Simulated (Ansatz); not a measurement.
# Amorphous C: valence band and core levels, part 6 of 7

Wanted: XPS lines and valence band of amorphous C, from a random start taken through short hot and cool dynamics.

Ansatz 0.2.0; DFT, PBE, plane-wave PAW, default files, scalar-relativistic.

So far. Step 5 (Dynamics at 300 K): Beyond half the shortest lattice vector, 3.1 Å, g(r) counts periodic images.

**7. Valence states**

The base run gives the projected DOS, from which the spectra are built.

The input, input.yaml:

```yaml
crystal:
  lattice:
    - [6.1281413518, 0.0, 0.0]
    - [0.0, 6.1281413518, 0.0]
    - [0.0, 0.0, 6.1281413518]
  atoms:
    - { symbol: C, position: [0.6183865591, 1.0924486003, 0.0433279007] }
    - { symbol: C, position: [1.0285248578, 0.6097685735, 0.2796617518] }
    - { symbol: C, position: [0.2962978963, 0.9753868926, 0.3123837312] }
    - { symbol: C, position: [0.4370263895, 0.9600303009, 0.091590255] }
    - { symbol: C, position: [0.8110262972, 0.4819222472, -0.0497786577] }
    - { symbol: C, position: [0.3437455076, 0.2436110799, 0.6035357586] }
    - { symbol: C, position: [0.4053101903, 0.6304468845, 0.7666811917] }
    - { symbol: C, position: [0.474547527, 0.3957202042, 0.7372812763] }
    - { symbol: C, position: [0.6792244344, 0.0595963269, 0.5165603774] }
    - { symbol: C, position: [0.9604954542, 0.8131414681, 0.6596995797] }
    - { symbol: C, position: [0.2369089974, 0.7301427765, 0.3666171818] }
    - { symbol: C, position: [0.1918987007, 0.6845840867, 0.6114632874] }
    - { symbol: C, position: [0.7581830692, 0.1345878558, 0.7246188435] }
    - { symbol: C, position: [0.6110414251, 0.5613124145, 0.5987020924] }
    - { symbol: C, position: [1.0743904132, 1.1058982071, 0.3655865321] }
    - { symbol: C, position: [0.4563354375, 0.0750489532, 0.4820492271] }
    - { symbol: C, position: [0.8686303062, 1.0055303942, 0.054396753] }
    - { symbol: C, position: [0.8995339324, -0.0127681896, 0.8148097336] }
    - { symbol: C, position: [0.4016236459, 0.6131661341, 0.2522893243] }
    - { symbol: C, position: [0.987163048, 0.4139534415, 0.1104096476] }
    - { symbol: C, position: [0.8646248605, 0.7976753041, 0.2159560492] }
    - { symbol: C, position: [0.470827154, 0.7200312727, 0.0357129125] }
    - { symbol: C, position: [0.6946655508, 0.640516608, 0.1228220949] }
    - { symbol: C, position: [0.8758356275, 0.9303836526, 0.4362063948] }
    - { symbol: C, position: [0.5885352003, 0.5491340668, 0.3442192811] }
    - { symbol: C, position: [0.8410421247, 0.5848203456, -0.3043940867] }
    - { symbol: C, position: [0.6495671731, 0.289807253, -0.1147308136] }
    - { symbol: C, position: [1.0319138993, 0.495934413, 0.5462038524] }
    - { symbol: C, position: [0.9881687048, 0.1973017693, 0.1631395726] }
    - { symbol: C, position: [1.1363968493, 0.2788683799, 0.5276751998] }
kpoints:
  mp_grid: { grid: [2, 2, 2] }
scf:
  occupations: { method: fermi_dirac, width: 0.03 }
  n_extra_bands: 23
hamiltonian:
  xc: pbe
  pseudopotentials: { kind: paw }
output:
  forces: true
  stress: true
  efg: { contact_densities: true }
  dos:
    projected:
      site_lists:
        C: [0, 1, 2, 3, 4, 5, 6, 7, 8, 9, 10, 11, 12, 13, 14, 15, 16, 17, 18, 19, 20, 21, 22, 23, 24, 25, 26, 27, 28, 29]
    de: 0.05
    e_range: [-30, 12]
    method: { smearing: { sigma: 0.15, scheme: gaussian } }
  write_density: true
  write_potential: true
  elf: true
  volumetric_format: npy
```

On the command line:

```sh
ansatz run input.yaml --threads 3 --pin off --max-ram 8192MiB --backend cpu --events-out ev --progress --plain --runs-dir out
```

Numbers of over 12 decimals in the logs are rounded to 6 here.

What it wrote:

```text
[...]
Crystal: 30 atoms, lattice volume = 230.137 Å³
Basis set: ecut = 420 eV, 4457 PW (Γ), exchange–correlation on 90×90×90 points (8 copies of the dense FFT grid, shifted against one another)
Bands: 83, of which v1, the nominal top of the filled ones, is band 60 counted from 1 (59 counted from 0)
Symmetry: 1 space group operations
[...]
k-points: 8
[...]
SCF iter   1: F=—  HF=-7504.731268 eV  |F-HF|=—  |Δ(HF+E_count)|=         —  Δρ=1.65e-2  dr2=7.12e-1  ethr=1.77e-3  ⟨swp⟩=6.4  Hψ=3027  notcnv=0  defer=50
[...]
SCF iter  10: F=-7504.587697 eV  HF=-7504.587697 eV  |F-HF|=1.16e-8  |Δ(HF+E_count)|=   5.55e-8  Δρ=2.99e-6  dr2=2.24e-8  ethr=8.33e-11  ⟨swp⟩=17.5  Hψ=5239  notcnv=0
SCF 1 converged in 10 iterations: F = -7504.587697 eV  dr2 = 2.24e-8
[...]
SCF converged after 10 iterations
Free energy (F): -7504.587697 eV
[...]
Internal energy: -7504.587686 eV  (E = F + TS)
E sigma→0 (E₀):  -7504.587692 eV
Entropy (-TS):   -0.000011 eV (-0.000 meV/atom)
Fermi energy:    9.257880 eV
[...]
--- Forces (eV/Å), atoms counted from 1 ---
  atom   1  C     -0.00539738    -0.00908027    -0.00326226
  atom   2  C      0.00361169    -0.00612384    -0.00086195
  atom   3  C      0.01441971    -0.01598938     0.00550251
  atom   4  C      0.01068622     0.00196518    -0.00739995
  atom   5  C     -0.00203241    -0.00398289    -0.00444425
  atom   6  C     -0.01836313    -0.00753457    -0.00730184
  atom   7  C     -0.00007993     0.00697343     0.00223849
  atom   8  C      0.01077474    -0.00014851     0.00728116
  atom   9  C      0.01222552     0.00040434     0.00718661
  atom  10  C     -0.00101479    -0.00231797    -0.00203172
  atom  11  C      0.00948978     0.00578514    -0.00693363
  atom  12  C     -0.00328419    -0.00102116     0.01073035
  atom  13  C     -0.00287376    -0.00853277     0.00320310
  atom  14  C      0.01950476    -0.00552576     0.00465160
  atom  15  C     -0.00261754     0.00053329     0.01106522
  atom  16  C     -0.01085227    -0.00447462    -0.00023184
  atom  17  C     -0.01113799    -0.00183114    -0.00432399
  atom  18  C     -0.00858177     0.01194429     0.00206213
  atom  19  C     -0.02884506     0.02380007    -0.02375284
  atom  20  C      0.00145285    -0.00923753    -0.00559761
  atom  21  C     -0.01051573     0.00277405     0.00663453
  atom  22  C     -0.00935146     0.00742210    -0.00085171
  atom  23  C      0.00476361     0.00932616     0.00113478
  atom  24  C     -0.00344577    -0.00738154     0.00504957
  atom  25  C      0.03496118    -0.00160897     0.01506435
  atom  26  C     -0.00280023     0.00798722    -0.00251741
  atom  27  C     -0.00015807     0.00036856    -0.00376076
  atom  28  C     -0.00957062     0.00084841     0.00669022
  atom  29  C     -0.00036494     0.00555926    -0.01528502
  atom  30  C      0.00931892    -0.00080271     0.00001000
  max |Σ_I F_I| component: 9.79e-5 eV/Å
--- Stress (GPa, compression-positive) ---
       -0.211313      -5.478625      -2.990357
       -5.478626      -8.359189      -1.466588
       -2.990358      -1.466587     -22.213883
  P = ⅓ Tr σ = -10.2615 GPa (-102.615 kbar)
--- PAW observables at the nuclei: V_zz in 10²¹ V/m², potentials from the cell's mean, atoms counted from 1 ---
  atom   1  C  V_zz =    -2.279722   η = 0.8478   by run symmetry: allowed
            electrostatic potential = -413.877474 V   contact ρ = 868.399187 e/Å³
  atom   2  C  V_zz =    -1.336322   η = 0.6553   by run symmetry: allowed
            electrostatic potential = -413.474681 V   contact ρ = 867.378529 e/Å³
  atom   3  C  V_zz =    -0.815575   η = 0.9299   by run symmetry: allowed
            electrostatic potential = -413.532231 V   contact ρ = 866.889469 e/Å³
  atom   4  C  V_zz =    -1.708692   η = 0.8381   by run symmetry: allowed
            electrostatic potential = -414.722751 V   contact ρ = 866.657386 e/Å³
  atom   5  C  V_zz =    +1.080991   η = 0.8675   by run symmetry: allowed
            electrostatic potential = -413.537458 V   contact ρ = 866.796045 e/Å³
  atom   6  C  V_zz =    +2.205595   η = 0.5852   by run symmetry: allowed
            electrostatic potential = -414.881419 V   contact ρ = 867.442509 e/Å³
  atom   7  C  V_zz =    -2.548087   η = 0.4615   by run symmetry: allowed
            electrostatic potential = -413.129801 V   contact ρ = 866.908310 e/Å³
  atom   8  C  V_zz =    +1.521017   η = 0.6513   by run symmetry: allowed
            electrostatic potential = -413.989595 V   contact ρ = 866.380410 e/Å³
  atom   9  C  V_zz =    +1.402805   η = 0.5965   by run symmetry: allowed
            electrostatic potential = -414.528460 V   contact ρ = 867.186546 e/Å³
  atom  10  C  V_zz =    -0.550888   η = 0.8620   by run symmetry: allowed
            electrostatic potential = -413.526700 V   contact ρ = 866.849157 e/Å³
  atom  11  C  V_zz =    -2.051569   η = 0.4427   by run symmetry: allowed
            electrostatic potential = -414.479785 V   contact ρ = 866.791780 e/Å³
  atom  12  C  V_zz =    +1.346135   η = 0.9715   by run symmetry: allowed
            electrostatic potential = -413.632652 V   contact ρ = 866.773036 e/Å³
  atom  13  C  V_zz =    +2.420012   η = 0.8013   by run symmetry: allowed
            electrostatic potential = -414.827919 V   contact ρ = 868.135880 e/Å³
  atom  14  C  V_zz =    +2.172152   η = 0.7401   by run symmetry: allowed
            electrostatic potential = -413.511554 V   contact ρ = 866.474513 e/Å³
  atom  15  C  V_zz =    -1.423734   η = 0.9043   by run symmetry: allowed
            electrostatic potential = -414.121861 V   contact ρ = 866.798930 e/Å³
  atom  16  C  V_zz =    +1.481160   η = 0.8687   by run symmetry: allowed
            electrostatic potential = -414.586719 V   contact ρ = 867.453745 e/Å³
  atom  17  C  V_zz =    +0.704002   η = 0.9764   by run symmetry: allowed
            electrostatic potential = -413.699894 V   contact ρ = 866.802783 e/Å³
  atom  18  C  V_zz =    +2.763361   η = 0.5855   by run symmetry: allowed
            electrostatic potential = -414.649644 V   contact ρ = 867.755502 e/Å³
  atom  19  C  V_zz =    -2.592035   η = 0.9285   by run symmetry: allowed
            electrostatic potential = -415.282923 V   contact ρ = 868.274246 e/Å³
  atom  20  C  V_zz =    -1.600775   η = 0.3128   by run symmetry: allowed
            electrostatic potential = -414.368641 V   contact ρ = 867.113793 e/Å³
  atom  21  C  V_zz =    -0.977504   η = 0.8183   by run symmetry: allowed
            electrostatic potential = -413.715833 V   contact ρ = 866.412192 e/Å³
  atom  22  C  V_zz =    +2.251336   η = 0.4750   by run symmetry: allowed
            electrostatic potential = -413.807495 V   contact ρ = 866.594299 e/Å³
  atom  23  C  V_zz =    +1.180521   η = 0.3910   by run symmetry: allowed
            electrostatic potential = -413.546697 V   contact ρ = 867.299278 e/Å³
  atom  24  C  V_zz =    -0.446417   η = 0.1758   by run symmetry: allowed
            electrostatic potential = -413.478839 V   contact ρ = 867.075021 e/Å³
  atom  25  C  V_zz =    -3.991610   η = 0.1808   by run symmetry: allowed
            electrostatic potential = -414.816891 V   contact ρ = 867.206553 e/Å³
  atom  26  C  V_zz =    +0.876203   η = 0.2106   by run symmetry: allowed
            electrostatic potential = -413.515567 V   contact ρ = 867.060826 e/Å³
  atom  27  C  V_zz =    +0.476722   η = 0.3355   by run symmetry: allowed
            electrostatic potential = -413.524883 V   contact ρ = 866.669845 e/Å³
  atom  28  C  V_zz =    +1.465688   η = 0.2066   by run symmetry: allowed
            electrostatic potential = -413.789515 V   contact ρ = 867.229990 e/Å³
  atom  29  C  V_zz =    +2.220934   η = 0.6118   by run symmetry: allowed
            electrostatic potential = -414.791261 V   contact ρ = 867.570026 e/Å³
  atom  30  C  V_zz =    +1.467266   η = 0.8749   by run symmetry: allowed
            electrostatic potential = -414.875394 V   contact ρ = 867.208518 e/Å³
--- Band table (eV; the first three rows and the last of 8) ---
  k-point 0: bands = [... 56 lower, 7.1120, 7.5326, 7.9367, 8.2267, 9.5880, 10.3288, 10.9713, 11.3295, ... 19 higher]
  k-point 1: bands = [... 56 lower, 7.1261, 7.5243, 7.6114, 8.8137, 9.8595, 10.1014, 11.1211, 11.4881, ... 19 higher]
  k-point 2: bands = [... 56 lower, 7.1513, 7.5151, 8.1187, 8.7275, 9.8046, 10.5038, 11.1254, 11.1524, ... 19 higher]
  k-point 7: bands = [... 56 lower, 6.9287, 7.4304, 7.5577, 8.4066, 9.8074, 10.6864, 11.2416, 11.4312, ... 19 higher]
```

Elapsed: 6.9 s, on 3 threads of Intel Xeon at 2.80GHz (Skylake/Cascade Lake), shared host; peak memory 0.71 GiB; 18 s of CPU time.

A gap read on the k-mesh alone can miss the band edges.

Numbers from this step:

* pressure: -10.26 GPa
* gap on the k-mesh: 0.5872 eV
* zero of energy: valence-band maximum
* share of occupied states in no projected shell: 0.0041 of the occupied states in the window

The DOS has structure finer than the step of the table below, so its rows give means over 0.5 eV, whole bins alone (the curve runs from -22.5 to 7.36 eV). Peaks (eV: height): total -8.04: 11.5, -6.74: 11.4, -6.04: 11.1, -5.34: 12.5, -4.34: 12.3, 6.06: 11.0, 7.16: 11.7; C 2p -8.04: 9.85, -7.54: 8.16, -6.74: 10.1, -6.04: 10.2, -5.34: 11.7, -4.34: 11.7, -2.64: 8.21; C 2s -19.74: 4.30, -18.44: 2.94, -17.14: 2.90, -15.94: 3.68, -14.24: 3.30, -13.44: 3.16, -12.74: 2.78.

DOS against E, zero at the valence-band maximum; means over each step; values in states/eV/cell:

| E (eV) | total | C 2p | C 2s |
| --- | --- | --- | --- |
| -21.5 | 0 | 0 | 0 |
| -21.0 | 0.0641 | 0.00315 | 0.0603 |
| -20.5 | 0.850 | 0.102 | 0.738 |
| -20.0 | 3.39 | 0.791 | 2.56 |
| -19.5 | 3.89 | 1.10 | 2.75 |
| -19.0 | 2.46 | 0.789 | 1.65 |
| -18.5 | 4.04 | 1.42 | 2.57 |
| -18.0 | 3.75 | 1.39 | 2.33 |
| -17.5 | 3.91 | 1.49 | 2.38 |
| -17.0 | 4.06 | 1.62 | 2.40 |
| -16.5 | 2.31 | 0.966 | 1.32 |
| -16.0 | 5.16 | 2.21 | 2.91 |
| -15.5 | 4.52 | 1.94 | 2.54 |
| -15.0 | 4.13 | 1.90 | 2.20 |
| -14.5 | 5.03 | 2.41 | 2.58 |
| -14.0 | 3.70 | 1.83 | 1.83 |
| -13.5 | 5.54 | 2.83 | 2.67 |
| -13.0 | 4.62 | 2.47 | 2.12 |
| -12.5 | 4.66 | 2.62 | 2.01 |
| -12.0 | 5.81 | 3.52 | 2.25 |
| -11.5 | 5.53 | 3.65 | 1.84 |
| -11.0 | 5.35 | 3.68 | 1.63 |
| -10.5 | 3.77 | 2.58 | 1.16 |
| -10.0 | 7.49 | 5.60 | 1.84 |
| -9.5 | 5.61 | 4.38 | 1.19 |
| -9.0 | 5.31 | 4.40 | 0.865 |
| -8.5 | 6.73 | 5.68 | 1.00 |
| -8.0 | 10.0 | 8.55 | 1.42 |
| -7.5 | 8.12 | 7.11 | 0.960 |
| -7.0 | 9.13 | 8.06 | 1.02 |
| -6.5 | 9.49 | 8.47 | 0.970 |
| -6.0 | 10.1 | 9.27 | 0.805 |
| -5.5 | 11.5 | 10.7 | 0.773 |
| -5.0 | 9.94 | 9.33 | 0.571 |
| -4.5 | 10.6 | 10.0 | 0.505 |
| -4.0 | 9.56 | 9.06 | 0.462 |
| -3.5 | 7.78 | 7.42 | 0.338 |
| -3.0 | 7.58 | 7.17 | 0.383 |
| -2.5 | 7.07 | 6.72 | 0.313 |
| -2.0 | 5.36 | 5.10 | 0.224 |
| -1.5 | 5.26 | 4.96 | 0.249 |
| -1.0 | 3.32 | 3.12 | 0.176 |
| -0.5 | 2.29 | 2.14 | 0.124 |
| 0.0 | 1.14 | 1.08 | 0.0462 |
| 0.5 | 1.63 | 1.48 | 0.111 |
| 1.0 | 3.44 | 3.15 | 0.216 |
| 1.5 | 2.44 | 2.22 | 0.164 |
| 2.0 | 4.27 | 3.68 | 0.438 |
| 2.5 | 5.50 | 4.71 | 0.584 |
| 3.0 | 3.25 | 2.73 | 0.372 |
| 3.5 | 5.62 | 4.31 | 0.998 |
| 4.0 | 4.57 | 3.32 | 0.940 |
| 4.5 | 4.79 | 3.24 | 1.20 |
| 5.0 | 7.44 | 4.98 | 1.81 |
| 5.5 | 9.88 | 6.41 | 2.50 |
| 6.0 | 9.70 | 6.08 | 2.35 |
| 6.5 | 7.79 | 4.78 | 1.94 |
| 7.0 | 10.2 | 6.42 | 2.23 |

This run's widths, added to any smearing of the DOS itself: Gaussian 0.6 eV, Lorentzian 0.2 eV plus 0.05 an eV of depth. The intensity by binding energy, zero at the valence-band maximum; values in % of the maximum within 13 eV:

| binding energy (eV) | 21.2 eV | 60 eV | 1486.7 eV | 8047.8 eV | 9251.7 eV |
| --- | --- | --- | --- | --- | --- |
| 0 | 13.4 | 13.4 | 6.04 | 4.34 | 4.28 |
| 2 | 55.8 | 54.6 | 22.1 | 15.0 | 14.7 |
| 4 | 91.7 | 90.0 | 38.2 | 26.5 | 26.1 |
| 6 | 93.1 | 94.6 | 54.3 | 43.1 | 42.8 |
| 8 | 73.9 | 80.0 | 66.0 | 58.2 | 57.9 |
| 10 | 44.8 | 57.6 | 74.1 | 70.5 | 70.3 |
| 12 | - | 50.9 | 94.1 | 93.0 | 93.0 |
| 14 | - | 44.2 | 102 | 102 | 102 |
| 16 | - | 39.8 | 103 | 104 | 104 |
| 18 | - | 34.5 | 97.7 | 99.6 | 99.6 |
| 20 | - | 22.7 | 72.6 | 74.5 | 74.6 |
| 22 | - | 3.70 | 10.8 | 11.1 | 11.1 |

Maxima picked by a test of local sharpness, so broad peaks and shoulders can be missing; peaks within 0.45 eV of a curve's cut are left out. Valence peaks, by row:

| photon energy (eV) | binding energy (eV) | height (% of the maximum within 13 eV) | main shell | its share (%) |
| --- | --- | --- | --- | --- |
| 21.2 | 5.361 | 100 | C 2p | 98.6 |
| 21.2 | 4.461 | 97.32 | C 2p | 98.92 |
| 60 | 17.31 | 35.88 | C 2s | 61.34 |
| 60 | 11.36 | 52.11 | C 2p | 64.85 |
| 60 | 9.761 | 58.98 | C 2p | 75.25 |
| 60 | 5.411 | 100 | C 2p | 92.25 |
| 60 | 4.461 | 95.83 | C 2p | 94 |
| 1487 | 17.56 | 98.94 | C 2s | 97.46 |
| 1487 | 15.61 | 106.4 | C 2s | 96.83 |
| 1487 | 14.56 | 103.9 | C 2s | 96.32 |
| 1487 | 13.46 | 101.8 | C 2s | 95.67 |
| 1487 | 10.06 | 74.27 | C 2s | 89.58 |
| 1487 | 8.011 | 66.12 | C 2s | 81 |
| 1487 | 6.861 | 60.21 | C 2s | 76.25 |
| 8048 | 17.56 | 100.8 | C 2s | 99.49 |
| 8048 | 15.66 | 107.8 | C 2s | 99.37 |
| 8048 | 8.061 | 58.27 | C 2s | 95.65 |
| 9252 | 17.56 | 100.8 | C 2s | 99.56 |
| 9252 | 15.66 | 107.8 | C 2s | 99.45 |
| 9252 | 8.061 | 58.01 | C 2s | 96.2 |

Shapes are the site's partial DOS without matrix elements, which overweights lines from ligand s bands. Table of intensity by emission energy less the core level's binding energy, zero at the valence-band maximum; read off at these points; values in % of the unpolarised maximum:

| emission energy less the core level's binding energy (eV) | C K | C K, E along x | C K, E along y | C K, E along z |
| --- | --- | --- | --- | --- |
| -22.0 | 1.16 | 1.18 | 1.15 | 1.17 |
| -21.0 | 2.35 | 2.37 | 2.30 | 2.38 |
| -20.0 | 6.65 | 6.73 | 6.42 | 6.81 |
| -19.0 | 10.0 | 10.0 | 9.94 | 10.2 |
| -18.0 | 13.4 | 13.7 | 13.3 | 13.0 |
| -17.0 | 14.8 | 15.6 | 14.2 | 14.6 |
| -16.0 | 17.9 | 18.9 | 18.8 | 16.1 |
| -15.0 | 20.1 | 21.3 | 20.1 | 19.0 |
| -14.0 | 22.8 | 23.5 | 22.1 | 22.7 |
| -13.0 | 26.6 | 26.8 | 28.6 | 24.4 |
| -12.0 | 32.4 | 33.0 | 31.3 | 32.9 |
| -11.0 | 36.3 | 36.4 | 35.8 | 36.6 |
| -10.0 | 45.5 | 44.9 | 46.0 | 45.7 |
| -9.0 | 48.8 | 46.2 | 48.5 | 51.8 |
| -8.0 | 73.3 | 74.4 | 70.3 | 75.2 |
| -7.0 | 79.4 | 81.9 | 75.5 | 80.7 |
| -6.0 | 91.2 | 93.7 | 87.7 | 92.0 |
| -5.5 | 99.1 | 99.9 | 97.1 | 100 |
| -5.3 | 99.6 | 97.5 | 99.9 | 102 |
| -5.0 | 95.7 | 89.8 | 99.8 | 97.7 |
| -4.4 | 97.5 | 93.9 | 101 | 97.0 |
| -4.0 | 91.1 | 87.5 | 93.9 | 91.9 |
| -3.0 | 73.6 | 67.9 | 86.4 | 66.4 |
| -2.0 | 54.3 | 64.9 | 51.4 | 46.6 |
| -1.0 | 36.3 | 36.5 | 36.1 | 36.3 |
| 0.0 | 12.5 | 13.5 | 10.4 | 13.7 |
| 1.0 | 1.49 | 1.52 | 1.48 | 1.47 |

Window up to 7.4 eV. Shell moments, by row:

| element | shell | occupied states an atom | centre of occupied part (eV) | rms width of occupied part (eV) | centre up to the window's top (eV) | rms width up to the window's top (eV) |
| --- | --- | --- | --- | --- | --- | --- |
| C | 2s | 0.9789 | -13.51 | 4.642 | -9.387 | 8.816 |
| C | 2p | 2.995 | -7.413 | 4.472 | -4.464 | 6.504 |

Electrostatic potential energy in the ac plane at fractional y = 0.610, with atoms of C within 0.2 Å of it. With pseudopotentials it is smooth inside the atoms' cores, unlike the true potential.

Ten even steps from '_' (-59 eV) to '@' (12 eV), each cell a mean:
```
@@@@@@@@@@@@@@@@%%@@@@@@@@%%%%@@@@
@@@@@@@@@@@@%%%%@@@@@@@@@@@@@@@@@@
@@@@@@@@@@%%==--**@@@@@@@@@@%%@@@@
@@@@@@@@@@**____==%%@@@@%%**==**%%
@@@@@@%%%%##::..++%%%%%%%%--__::##
%%%%##++**%%######**==++##--__::##
%%%%**--++%%@@@@%%==__::####**##%%
######**##@@@@@@%%**--++%%@@@@@@%%
%%%%%%%%%%@@@@@@@@%%##%%@@@@@@@@@@
%%%%%%%%%%@@@@@@%%##**%%@@@@@@@@@@
++**%%%%%%%%######==::**@@@@@@@@##
__..**%%%%**::::++==--**@@@@@@%%==
__..**@@%%++____==######%%@@@@%%==
++**%%@@@@##--::**%%##==--##@@@@##
%%@@@@@@@@@@%%##%%%%**____++%%@@@@
@@@@@@@@@@@@@@%%##%%##::::**%%@@@@
@@@@@@@@@@@@@@%%##%%%%####%%%%@@@@
```
Columns run along a (6.1 Å; values clipped at the 3rd and 97th percentile), rows up along c (6.1 Å). Atoms in or near the plane, at fractional coordinates: C at (0.03, 0.28), C at (0.41, 0.77), C at (0.40, 0.25), C at (0.69, 0.12), C at (0.84, 0.70).

Valence density in the ac plane at fractional y = 0.610, with atoms of C within 0.2 Å of it. It is the smooth field of the valence electrons, not physical close to the nuclei.

Ten even steps from '0' (0.0 e/Å³) to '9' (2.1 e/Å³), each cell a mean:
```
00000012211123210
00000123210012210
00000256410012321
00002477521124542
11123567643246763
23454434456667774
35774211367754443
34553100146521122
33332100135310012
33222211245310012
55433444576410013
78533689997521126
77422589865532126
54211367534763123
21000145435775211
00000023334775210
00000012323354210
```
Columns run along a (6.1 Å), rows up along c (6.1 Å). Atoms in or near the plane, at fractional coordinates: C at (0.03, 0.28), C at (0.41, 0.77), C at (0.40, 0.25), C at (0.69, 0.12), C at (0.84, 0.70).

ELF in the ac plane at fractional y = 0.610, with atoms of C within 0.2 Å of it. It is the smooth field of the valence electrons, not physical close to the nuclei.

Values, 9 rows by 16 columns, each cell a mean:
```
0.06 0.02 0.01 0.04 0.19 0.45 0.66 0.68 0.48 0.23 0.18 0.39 0.63 0.65 0.49 0.23
0.08 0.03 0.10 0.30 0.56 0.60 0.41 0.47 0.48 0.20 0.08 0.25 0.59 0.75 0.69 0.40
0.18 0.31 0.54 0.64 0.80 0.72 0.37 0.52 0.75 0.61 0.54 0.74 0.65 0.25 0.43 0.49
0.42 0.75 0.84 0.63 0.59 0.45 0.27 0.45 0.69 0.54 0.50 0.77 0.71 0.45 0.52 0.48
0.56 0.48 0.42 0.48 0.49 0.27 0.08 0.18 0.56 0.80 0.78 0.53 0.18 0.10 0.23 0.49
0.62 0.58 0.54 0.45 0.61 0.68 0.48 0.61 0.72 0.54 0.56 0.54 0.17 0.08 0.40 0.70
0.19 0.44 0.71 0.46 0.64 0.65 0.21 0.49 0.72 0.58 0.77 0.76 0.39 0.17 0.46 0.59
0.53 0.54 0.34 0.11 0.33 0.69 0.78 0.69 0.41 0.47 0.53 0.34 0.50 0.34 0.17 0.37
0.15 0.17 0.07 0.02 0.15 0.49 0.69 0.64 0.58 0.67 0.61 0.64 0.81 0.60 0.21 0.11
```
Columns run along a (6.1 Å), rows up along c (6.1 Å). Atoms in or near the plane, at fractional coordinates: C at (0.03, 0.28), C at (0.41, 0.77), C at (0.40, 0.25), C at (0.69, 0.12), C at (0.84, 0.70).

Recipe: projected DOS times atomic cross section and asymmetry factor (unpolarised light, 45° from the beam), occupied states only, Fermi edge at 300 K, a Lorentzian width of 0.2 eV growing by 0.05 eV per eV of binding energy, and a resolution of 0.6 eV. Curves are cut 10 eV under the photon energy, above any shell that the free atom's threshold puts out of reach, or at the lower edge of the window: 11.2 eV at 21.2 eV, 22.6 eV at 60 eV, 22.6 eV at 1486.7 eV, 22.6 eV at 8047.8 eV and 22.6 eV at 9251.7 eV. Matrix elements of the solid and inelastic losses aren't modelled, nor non-dipole terms, which matter above 3 keV.

How the area divides among the shells (%):

| shell | 21.2 eV | 60 eV | 1486.7 eV | 8047.8 eV | 9251.7 eV |
| --- | --- | --- | --- | --- | --- |
| C 2s | 2.2 | 25.8 | 89.1 | 97.7 | 98.0 |
| C 2p | 97.8 | 74.2 | 10.9 | 2.3 | 2.0 |

The largest force component on a free atom is 0.035 eV/Å, a little over the usual target of 0.03 eV/Å.

(Part 6 of 7 ends here.)

[Logs are printed without paths, hosts, clocks, repeated set-up lines and the standing remarks that a program may print on its own settings, such as how far it seeks lower states.]

[Hosts, paths, dates, database ids (printed as entryN), source tags and the programs' standing remarks are cut or masked in the printed files.]

[Maps of the electrostatic potential energy from Ansatz leave out the sawtooth potential of an applied field or a dipole correction, so their vacuum need not be flat; work functions include it.]
